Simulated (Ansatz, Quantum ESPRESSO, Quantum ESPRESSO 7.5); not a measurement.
## Al2O2, 1 layer: biaxial strain by an ASE script

Wanted: deformation of the bands of Al2O2, 1 layer, driven from Python.

Calculated with Quantum ESPRESSO 7.5; plane-wave DFT, PBE, GBRV ultrasoft pseudopotentials (geometry by Ansatz 0.2.0 with PAW datasets; geometry under PBE).

## (1) The structure

The cell holds 4 atoms: 2 O and 2 Al. Its edges and angles: a = 2.964 Å, b = 2.964 Å, c = 19.071 Å, α = 90.0°, β = 90.0°, γ = 120.0°. It derives from Al2O2. Vacuum lies along c.

## (2) Relaxation with Ansatz

The geometry comes first, from a plane-wave PAW code, so that the later runs on this slab share one structure.

input.yaml reads:

```yaml
crystal:
  lattice:
    - [2.964, 0.0, 0.0]
    - [-1.482, 2.5668992968, 0.0]
    - [0.0, 0.0, 19.0711426347]
  atoms:
    - { symbol: O, position: [0.3333333333, 0.6666666667, 0.3932643232] }
    - { symbol: Al, position: [0.0, 0.0, 0.4365533559] }
    - { symbol: Al, position: [0.0, 0.0, 0.5634466441] }
    - { symbol: O, position: [0.3333333333, 0.6666666667, 0.6067356768] }
kpoints:
  mp_grid: { grid: [12, 12, 1] }
hamiltonian:
  xc: pbe
scf:
  occupations: { method: fermi_dirac, width: 0.05 }
  convergence: { dr2_threshold: 1.0e-08 }
efield:
  axis: 3
  dipole_correction: true
  ramp_position: 0.97
  ramp_width: 0.04
relax:
  f_tol: 0.01
  cell: { fix: [c, alpha, beta] }
output:
  write_potential: true
  write_density: true
  volumetric_format: npy
```

The run is started by

```bash
> ansatz run input.yaml --threads 2 --pin off --max-ram 4096MiB --backend cpu --events-out ev --progress --plain --runs-dir out
```

Numbers of over 12 decimals in the logs are rounded to 6 here.

Log:

```text
Warning: relax.cell: scf.convergence.dr2_threshold = 1e-8 eV is looser than the 4e-10 eV advised for a relaxation that steers and ends on the stress (1e-10 eV for each atom of the cell: 4). What an SCF threshold leaves in a stress goes as its square root, and in the free energy as the threshold itself, and one threshold admits the most on a small cell: [figures from the program's tests cut] Set scf.convergence.dr2_threshold to 4e-10 eV or tighter. The threshold is an SCF's pass mark: one that does not reach it within its budget of iterations ends unconverged, or closes short of it on a stop that the run arms, and scf.convergence.dr2_threshold's page says what that costs each kind of run
Engine: ansatz 0.2.0, aarch64-unknown-linux-gnu
Pseudopotentials: kind: paw
Pseudopotential: O, paw, valence charge 6, recommended cutoff 420 eV (normal), O.paw.azcp
Pseudopotential: Al, paw, valence charge 3, recommended cutoff 420 eV (normal), Al.paw.azcp
Functional definition: PBE
  parameter kappa = 0.804
  parameter beta = 0.066725
  exchange = pbe_x(kappa = kappa, mu = beta*pi^2/3)
  correlation = pbe_c(beta = beta)
Crystal: 4 atoms, lattice volume = 145.099 Å³
Basis set: ecut = 420 eV, 2787 PW (Γ), exchange–correlation on 40×40×256 points (8 copies of the dense FFT grid, shifted against one another)
Bands: 13, of which v1, the nominal top of the filled ones, is band 9 counted from 1 (8 counted from 0)
Symmetry: 6 space group operations
k-points: 19 of 144 (time reversal used)
Non-local potential: O, projectors of the file, l = 0: 2, l = 1: 2, l = 2: 1
Non-local potential: Al, projectors of the file, l = 0: 2, l = 1: 2, l = 2: 1
PAW form: soft (Blöchl's): semilocal exchange-correlation on the pseudo side does not see the compensation charge
PAW one-centre angular grid: O, 110 points (default); XC on 64 Gauss nodes
PAW one-centre angular grid: Al, 110 points (default); XC on 64 Gauss nodes
Initial density: superposition of atomic densities (neutral atoms: chi_scale 0, normalization atom), corrected by the library's trained network
Initial wavefunctions: pseudopotential atomic-orbital guess
Functional: x = pbe(κ = 0.804, μ = 0.219515), c = pbe(β = 0.066725)
SCF iter   1: F=—  HF=-2213.425877 eV  |F-HF|=—  |Δ(HF+E_count)|=         —  Δρ=4.99e-3  dr2=3.73e-2  ethr=1.77e-3  p=-0.000 e·Å  D=-1.44e-4 V/Å  ΔV_dip=0.00 eV  dr2_dipole=5.44e-8  V_vac-E_F(+/−)=6.65/6.65 eV  ⟨swp⟩=10.2  Hψ=2181  notcnv=0
efield: sawtooth ramp at fractional position 0.9700 (set: `efield.ramp_position`, or a place that a band, a saddle search or an elastic batch's reference lends), width 0.0400; the density the first Hamiltonian is built on has a dipole p = -0.000 e·Å; the dipole correction subtracts the counter field D = -1.44e-4 V/Å, which shifts the + side's vacuum level by +0.00 eV against the − side's; the planar-averaged density in the ramp window peaks in size at 6.5e-6 e/Å³
preconditioner: auto → none  [insulator: Δε(μ)=1.576 eV  Ē_g=12.774 eV  σ=0.050 eV  W_gap=1.00  n_scr=10 (ndim 8)  ℏωp=13.1 eV  f_vac=0.622  D(μ)=0.00/eV (n_scr^D=0)  ε∞_Penn≈2.0]
SCF iter   2: F=—  HF=-2213.428134 eV  |F-HF|=—  |Δ(HF+E_count)|=   2.26e-3  Δρ=4.24e-3  dr2=3.53e-2  ethr=2.07e-4  p=0.000 e·Å  D=3.97e-5 V/Å  ΔV_dip=-0.00 eV  dr2_dipole=6.49e-8  V_vac-E_F(+/−)=6.27/6.27 eV  ⟨swp⟩=3.2  Hψ=677  notcnv=0
SCF iter   3: F=—  HF=-2213.420705 eV  |F-HF|=—  |Δ(HF+E_count)|=   7.43e-3  Δρ=1.21e-3  dr2=1.20e-3  ethr=1.96e-4  p=-0.000 e·Å  D=-6.29e-5 V/Å  ΔV_dip=0.00 eV  dr2_dipole=1.92e-8  V_vac-E_F(+/−)=6.42/6.42 eV  ⟨swp⟩=2.4  Hψ=446  notcnv=0
SCF iter   4: F=—  HF=-2213.422477 eV  |F-HF|=—  |Δ(HF+E_count)|=   1.77e-3  Δρ=1.33e-4  dr2=1.33e-5  ethr=6.68e-6  p=0.000 e·Å  D=1.51e-4 V/Å  ΔV_dip=-0.00 eV  dr2_dipole=4.30e-7  V_vac-E_F(+/−)=6.34/6.34 eV  ⟨swp⟩=3.0  Hψ=575  notcnv=0
SCF iter   5: F=—  HF=-2213.422620 eV  |F-HF|=—  |Δ(HF+E_count)|=   1.42e-4  Δρ=8.13e-5  dr2=1.75e-5  ethr=7.40e-8  p=-0.000 e·Å  D=-4.96e-4 V/Å  ΔV_dip=0.01 eV  dr2_dipole=4.01e-6  V_vac-E_F(+/−)=6.35/6.34 eV  ⟨swp⟩=2.9  Hψ=539  notcnv=0
SCF iter   6: F=—  HF=-2213.422622 eV  |F-HF|=—  |Δ(HF+E_count)|=   1.89e-6  Δρ=4.95e-5  dr2=6.82e-6  ethr=7.40e-8  p=0.000 e·Å  D=3.16e-4 V/Å  ΔV_dip=-0.01 eV  dr2_dipole=1.60e-6  V_vac-E_F(+/−)=6.34/6.34 eV  ⟨swp⟩=2.3  Hψ=367  notcnv=0
SCF iter   7: F=—  HF=-2213.422624 eV  |F-HF|=—  |Δ(HF+E_count)|=   2.06e-6  Δρ=1.94e-5  dr2=9.94e-7  ethr=3.79e-8  p=0.000 e·Å  D=1.08e-4 V/Å  ΔV_dip=-0.00 eV  dr2_dipole=2.03e-7  V_vac-E_F(+/−)=6.34/6.34 eV  ⟨swp⟩=1.3  Hψ=262  notcnv=0
SCF iter   8: F=—  HF=-2213.422624 eV  |F-HF|=—  |Δ(HF+E_count)|=   4.09e-7  Δρ=5.36e-6  dr2=5.63e-8  ethr=5.52e-9  p=0.000 e·Å  D=2.25e-5 V/Å  ΔV_dip=-0.00 eV  dr2_dipole=9.19e-9  V_vac-E_F(+/−)=6.34/6.34 eV  ⟨swp⟩=2.5  Hψ=373  notcnv=0
SCF iter   9: F=-2213.422624 eV  HF=-2213.422624 eV  |F-HF|=5.72e-10  |Δ(HF+E_count)|=   8.19e-9  Δρ=9.06e-7  dr2=1.13e-9  ethr=5.56e-11  p=0.000 e·Å  D=3.86e-6 V/Å  ΔV_dip=-0.00 eV  dr2_dipole=1.35e-10  V_vac-E_F(+/−)=6.34/6.34 eV  ⟨swp⟩=9.6  Hψ=1684  notcnv=0
SCF 1 converged in 9 iterations: F = -2213.422624 eV  dr2 = 1.13e-9
  greatest PAW one-centre occupation: 0.864 electrons in one spin orbital (limit 2), on the O atom at site 0 (counted from 0), in its partial waves of l = 0
relax step   1: F+E_penalty+E_count = -2213.42262429 eV  Δ(F+E_penalty+E_count) = +0.000e0 eV  max|allowed force component| = 3.744e0 eV/Å  Δτ_max = 0.0000 Å  P = -1.503 GPa  Ω = 145.099 Å³  fix = [c, alpha, beta]  reactions: c +0.196 GPa  (9 SCF iters, accepted)
Crystal: 4 atoms, lattice volume = 151.759 Å³
Basis set: ecut = 420 eV, 2955 PW (Γ), exchange–correlation on 40×40×256 points (8 copies of the dense FFT grid, shifted against one another)
Initial density: handed on by an earlier stage of this run
Initial wavefunctions: those handed on with the density
iter 1 solved again at ethr=9.08e-4 eV; its pass at ethr=3.10e-3 eV (dr2=1.63e-1 eV) is discarded
SCF iter   1: F=—  HF=-2213.893741 eV  |F-HF|=—  |Δ(HF+E_count)|=         —  Δρ=6.24e-3  dr2=1.62e-1  ethr=9.08e-4  p=0.000 e·Å  D=8.62e-6 V/Å  ΔV_dip=-0.00 eV  dr2_dipole=3.38e-10  V_vac-E_F(+/−)=5.51/5.51 eV  ⟨swp⟩=1.5  Hψ=2140  notcnv=0
[...]
relax step   5: F+E_penalty+E_count = -2213.92603937 eV  Δ(F+E_penalty+E_count) = -4.155e-4 eV  max|allowed force component| = 1.004e-3 eV/Å  Δτ_max = 0.0011 Å  P = +0.003 GPa  Ω = 145.288 Å³  energy of the carried Pulay correction = -2.144e-4 eV  fix = [c, alpha, beta]  reactions: c -0.002 GPa  (7 SCF iters, accepted)
Initial wavefunctions: pseudopotential atomic-orbital guess (no wavefunctions were taken with the density)
iter 1 solved again at ethr=1.17e-6 eV; its pass at ethr=3.10e-3 eV (dr2=2.10e-4 eV) is discarded
SCF iter   1: F=—  HF=-2213.926216 eV  |F-HF|=—  |Δ(HF+E_count)|=         —  Δρ=1.79e-5  dr2=3.09e-8  ethr=1.17e-6  p=-0.000 e·Å  D=-2.00e-7 V/Å  ΔV_dip=0.00 eV  dr2_dipole=4.26e-10  V_vac-E_F(+/−)=4.27/4.27 eV  ⟨swp⟩=3.3  Hψ=2683  notcnv=0
efield: sawtooth ramp at fractional position 0.9700 (set: `efield.ramp_position`, or a place that a band, a saddle search or an elastic batch's reference lends), width 0.0400; the density the first Hamiltonian is built on has a dipole p = -0.000 e·Å; the dipole correction subtracts the counter field D = -2.00e-7 V/Å, which shifts the + side's vacuum level by +0.00 eV against the − side's; the planar-averaged density in the ramp window peaks in size at 4.6e-6 e/Å³
eigensolver tolerance schedule: the retry pair's looser diagonalisation over-reported the residual by 6797.31 of it (diagonalisation noise at an unbounded share of the residual, at the tolerance the schedule requests for it); recorded, not acted on — ethr = c·dr2/N_el stays at c = 1.0e-1
preconditioner: auto → none  [insulator: Δε(μ)=1.290 eV  Ē_g=13.453 eV  σ=0.050 eV  W_gap=1.00  n_scr=10 (ndim 8)  ℏωp=13.1 eV  f_vac=0.626  D(μ)=0.00/eV (n_scr^D=0)  ε∞_Penn≈1.9]
SCF iter   2: F=—  HF=-2213.926271 eV  |F-HF|=—  |Δ(HF+E_count)|=   5.51e-5  Δρ=8.88e-6  dr2=1.35e-8  ethr=1.72e-10  p=0.000 e·Å  D=1.61e-5 V/Å  ΔV_dip=-0.00 eV  dr2_dipole=1.48e-9  V_vac-E_F(+/−)=4.27/4.27 eV  ⟨swp⟩=3.7  Hψ=623  notcnv=0
SCF iter   3: F=—  HF=-2213.926288 eV  |F-HF|=—  |Δ(HF+E_count)|=   1.71e-5  Δρ=5.14e-6  dr2=1.59e-8  ethr=5.56e-11  p=-0.000 e·Å  D=-1.12e-5 V/Å  ΔV_dip=0.00 eV  dr2_dipole=3.45e-9  V_vac-E_F(+/−)=4.27/4.27 eV  ⟨swp⟩=13.8  Hψ=2059  notcnv=0
iter 4 met the thresholds in force, and the SCF goes on: an eigenvalue changes by 21.98 meV, over its tolerance of 3.16 meV (output.eigenvalues, Limitations)
SCF iter   4: F=-2213.926302 eV  HF=-2213.926296 eV  |F-HF|=5.95e-6  |Δ(HF+E_count)|=   7.40e-6  Δρ=2.73e-6  dr2=2.84e-9  ethr=5.56e-11  p=0.000 e·Å  D=1.20e-5 V/Å  ΔV_dip=-0.00 eV  dr2_dipole=5.52e-10  V_vac-E_F(+/−)=4.27/4.27 eV  ⟨swp⟩=8.3  Hψ=1818  notcnv=0
iter 5 met the thresholds in force, and the SCF goes on: an eigenvalue changes by 3.80 meV, over its tolerance of 3.16 meV (output.eigenvalues, Limitations)
SCF iter   5: F=-2213.926302 eV  HF=-2213.926301 eV  |F-HF|=1.20e-6  |Δ(HF+E_count)|=   4.75e-6  Δρ=8.15e-7  dr2=1.99e-10  ethr=1.58e-11  p=0.000 e·Å  D=6.95e-6 V/Å  ΔV_dip=-0.00 eV  dr2_dipole=3.21e-11  V_vac-E_F(+/−)=4.27/4.27 eV  ⟨swp⟩=8.4  Hψ=1720  notcnv=0
Mixer restart at iter 5: flushing history
SCF iter   6: F=-2213.926302 eV  HF=-2213.926302 eV  |F-HF|=3.40e-9  |Δ(HF+E_count)|=   1.20e-6  Δρ=8.50e-7  dr2=2.85e-9  ethr=1.11e-12  p=-0.000 e·Å  D=-1.99e-6 V/Å  ΔV_dip=0.00 eV  dr2_dipole=6.78e-10  V_vac-E_F(+/−)=4.27/4.27 eV  ⟨swp⟩=7.5  Hψ=1747  notcnv=0
SCF 6 converged in 6 iterations: F = -2213.926302 eV  dr2 = 2.85e-9
relax step   6: F+E_penalty+E_count = -2213.92630170 eV  Δ(F+E_penalty+E_count) = -2.623e-4 eV  max|allowed force component| = 1.040e-3 eV/Å  Δτ_max = 0.0000 Å  P = +0.002 GPa  Ω = 145.288 Å³  fix = [c, alpha, beta]  reactions: c +0.005 GPa  stress off target by 3.76e-5 GPa on what of the cell is left free  SCF on the basis re-selected at this cell (its energy is not comparable with the rows above)  (6 SCF iters)
basis re-selected at this cell: Δ(F+E_penalty+E_count) = -2.623e-4 eV, ΔP = -0.002 GPa vs the last step (what re-selecting the basis moved, of the pressure what is left beyond the Pulay correction that the steps carried, after the strain that the cell walked since its last selection, with what the two solves' SCF thresholds leave and, on support functions, any second-order correction that the steps lacked; it is no m [...]
WARN: The output density's exchange-correlation potential varies sharply where the density is thin. Do not read a vacuum level from v_tot or v_xc, or from such a field of the output density. On a cell that repeats whose density bears no net charge and no dipole along the vacuum's axis use v_es (v_loc + v_h of the components); under efield.dipole_correction with no amplitude use v_es + v_field, which holds any externa [...]
SCF converged after 6 iterations
an eigenvalue changed by more than its tolerance at an iteration that met the thresholds in force, so the SCF went on 2 times, its first undamped step at iteration 5: the last check found none over its tolerance
Free energy (F): -2213.926302 eV
Harris-Foulkes:  -2213.926302 eV  (|F-HF|=3.40e-9)
Internal energy: -2213.926302 eV  (E = F + TS)
E sigma→0 (E₀):  -2213.926302 eV
Entropy (-TS):   -0.000000 eV (-0.000 meV/atom)
Fermi energy:    -0.215822 eV
Dipole field:    D = 0.000039 V/Å  (p = 0.000031 e·Å, saw-weighted, corrected)
Work function:   Φ+ = 4.2733 eV   Φ− = 4.2740 eV
Levels:          The Fermi level and band energies are counted from a zero that moves with the ramp; work functions are not
--- Per-component energies (eV) ---
  E_band       = -167.897963
  E_kinetic    = 403.027318
  E_local      = -6344.522249  (includes V_loc(G=0)·N_el)
  E_nonlocal   = 115.805309
  E_hartree    = 2992.884971
  E_xc         = -228.541591
  E_vxc        = -248.137449  (∫ρ·V_xc dr)
  E_paw        = -1251.881096  (= ΣΔE_a)
  E_vpaw       = -79.845851  (= ΣTr[D̂ρ^β])
  E_aug_tail   = 0.004997  (compensation charges beyond the density's cutoff)
  E_efield     = 0.000000  (sawtooth field / dipole correction)
  E_vefield    = -0.000134  (∫n·V_field dr)
  E_ewald      = 2099.296038
  E_smearing   = -0.000000  (= −TS)
  E_closure    = 0.000000  (closes the sum)
  Σ components = -2213.926302   (vs F -2213.926302, Δ=0.00e0)
--- Forces (eV/Å), atoms counted from 1 ---
  atom   1  O     -0.00000000    -0.00000000    -0.00104250
  atom   2  Al     0.00000000     0.00000000    -0.00063346
  atom   3  Al     0.00000000     0.00000000     0.00070847
  atom   4  O      0.00000000    -0.00000000     0.00095572
  max |Σ_I F_I| component: 1.18e-5 eV/Å
--- Stress (GPa, compression-positive) ---
        0.000038      -0.000000      -0.000000
       -0.000000       0.000038       0.000000
       -0.000000       0.000000       0.005265
  P = ⅓ Tr σ = 0.0018 GPa (0.018 kbar)
--- Band table (eV; the first three rows and the last of 19) ---
  k-point 0: bands = [... 5 lower, -5.4101, -5.3899, -5.3899, -3.2695, 0.8217, 2.9773, 3.9490, 4.0699]
  k-point 1: bands = [... 5 lower, -5.7033, -5.4587, -5.4373, -3.1065, 1.1565, 3.1699, 4.0826, 4.2565]
  k-point 2: bands = [... 5 lower, -5.9832, -5.5881, -5.5634, -2.7894, 1.9481, 3.6437, 4.4507, 4.7620]
  k-point 18: bands = [... 5 lower, -7.8756, -5.4124, -4.9671, -0.8496, 0.6455, 3.5531, 4.9391, 7.4131]
--- Relaxed structure (5 steps of the walk, 5 accepted, 1 SCFs on fresh bases) ---
  F+E_penalty+E_count = -2213.92630170 eV   max|allowed force component| = 1.040e-3 eV/Å   (the final SCF, on the basis selected at the relaxed cell)
  cell:  # Å, volume = 145.2884 Å³
    - [2.965937, 0, 0]
    - [-1.482968, 2.568576, 0]
    - [0, 0, 19.0711426347]
  atoms:
    - { symbol: O, position: [0.333333, 0.666667, 0.396521] }
    - { symbol: Al, position: [0, -3.700743415524895e-17, 0.431264] }
    - { symbol: Al, position: [0, -3.7007434155248924e-17, 0.568736] }
    - { symbol: O, position: [0.333333, 0.666667, 0.603479] }
```

Wall time 11 s (2 threads of Arm Neoverse V2, shared host); peak memory 0.34 GiB.

The steps of the relaxation:

| step | energy less that of the first step (eV) | largest force component (eV/Å) | pressure (GPa) | volume (Å³) |
| --- | --- | --- | --- | --- |
| 1 | 0.0000 | 3.7442 | -1.50 | 145.10 |
| 2 | -0.4147 | 0.6584 | -2.47 | 151.76 |
| 3 | -0.4850 | 0.2189 | -1.15 | 148.21 |
| 4 | -0.5030 | 0.0367 | -0.11 | 145.52 |
| 5 | -0.5034 | 0.0010 | 0.00 | 145.29 |
| 6* | -0.5037 | 0.0010 | 0.00 | 145.29 |

Relaxation steps marked * repeat the geometry before them on a plane-wave basis chosen anew for their cell, so energy and pressure can jump there.

Forces are held to the 6 operations that the run works with; a distortion that breaks them can't arise in this run.

| cell as run | before | after | change |
| --- | --- | --- | --- |
| a (Å) | 2.964 | 2.966 | +0.1 % |
| b (Å) | 2.964 | 2.966 | +0.1 % |

The atoms that moved most (Å, along periodic axes as changes of fractional coordinates times the final cell, across vacuum about the mean position):

| atom | dx | dy | dz | length |
| --- | --- | --- | --- | --- |
| Al2 | 0.000 | 0.000 | -0.101 | 0.101 |
| Al3 | 0.000 | 0.000 | 0.101 | 0.101 |
| O1 | 0.000 | 0.000 | 0.062 | 0.062 |
| O4 | 0.000 | 0.000 | -0.062 | 0.062 |

The relaxed structure:

```xyz
4
Lattice="2.9659 0.0000 0.0000 -1.4830 2.5686 0.0000 0.0000 0.0000 19.0711" Properties=species:S:1:pos:R:3
O     0.0000    1.7124    7.5621
Al    0.0000    0.0000    8.2247
Al    0.0000    0.0000   10.8465
O     0.0000    1.7124   11.5090
```

This step gave:

```
free energy                                                      : -2213.9263 eV
Fermi energy                                                     : -0.2158 eV
gap by band count                                                : 1.289 eV
symmetry operations                                              : 6
dipole along the normal                                          : 3.14e-5 e·Å
vacuum level at the upper face over a Fermi level inside the gap : 4.273 eV
vacuum level at the lower face over a Fermi level inside the gap : 4.274 eV
```

(Continued in part 2 of 2.)

[Logs are printed without paths, hosts, clocks, repeated set-up lines and the standing remarks that a program may print on its own settings, such as how far it seeks lower states.]

[Hosts, paths, dates, database ids (printed as entryN), source tags and the programs' standing remarks are cut or masked in the printed files.]

[Maps of the electrostatic potential energy from Ansatz leave out the sawtooth potential of an applied field or a dipole correction, so their vacuum need not be flat; planar profiles and work functions include it.]
